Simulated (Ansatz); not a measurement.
Consider CrBr2 (1T sheet).

The cell holds 3 atoms: 1 Cr and 2 Br. Its edges and angles: a = 3.356 Å, b = 3.356 Å, c = 30.018 Å, α = 90.0°, β = 90.0°, γ = 120.0°. Vacuum lies along c.

```
Cr Br
1.0
     0.00000    2.37288    2.37288
     2.37288   -2.37288    0.00000
    17.33065   17.33065  -17.33065
Cr Br
1 2
Direct
  0.00000 0.00000 0.31829
  0.33333 0.66667 0.36833
  0.66667 0.33333 0.26826
```

The structure was relaxed with LDA. The structure was generated from a model, not taken from a measurement. The runs that relaxed it are not among those shown. The program's search for lower electronic states was switched off, so nothing shows that the state found is the lowest. PAW set soft_2, made with PBE.

A constrained-RPA run (Ansatz 0.2.0; non-magnetic LDA; Cr t2g, bands v2 to c1, 6×6×1 mesh, medium accuracy) builds 3 functions on bands 1.9 eV wide, with 4.0 electrons in the window. The bare on-site interaction is 16.1 eV and the bare J 0.56 eV.

Q: Estimate U, U′ and J.

On the Cr t2g shell, U = 3.05 eV (19 % of the bare value), U′ = 2.22 eV, J = 0.39 eV.

The parent state is non-magnetic and the interaction static (zero frequency); U depends on the window and the orbitals, so it belongs to this model alone. A model of the t2g bands alone assumes low spin; where the ion is high-spin, as for many Cr, Mn, Fe and Co compounds, the eg bands are needed too.

[Paths, hosts, dates, memory and timing lines, banners, echoed tables and standing remarks are left out of the program output.]

[Logs are printed without paths, hosts, clocks, repeated set-up lines and the standing remarks that a program may print on its own settings, such as how far it seeks lower states.]

[Runs of the session that timed out or met a known fault of the program may be left out.]

[Hosts, paths, dates, database ids (printed as entryN), source tags and the programs' standing remarks are cut or masked in the printed files.]
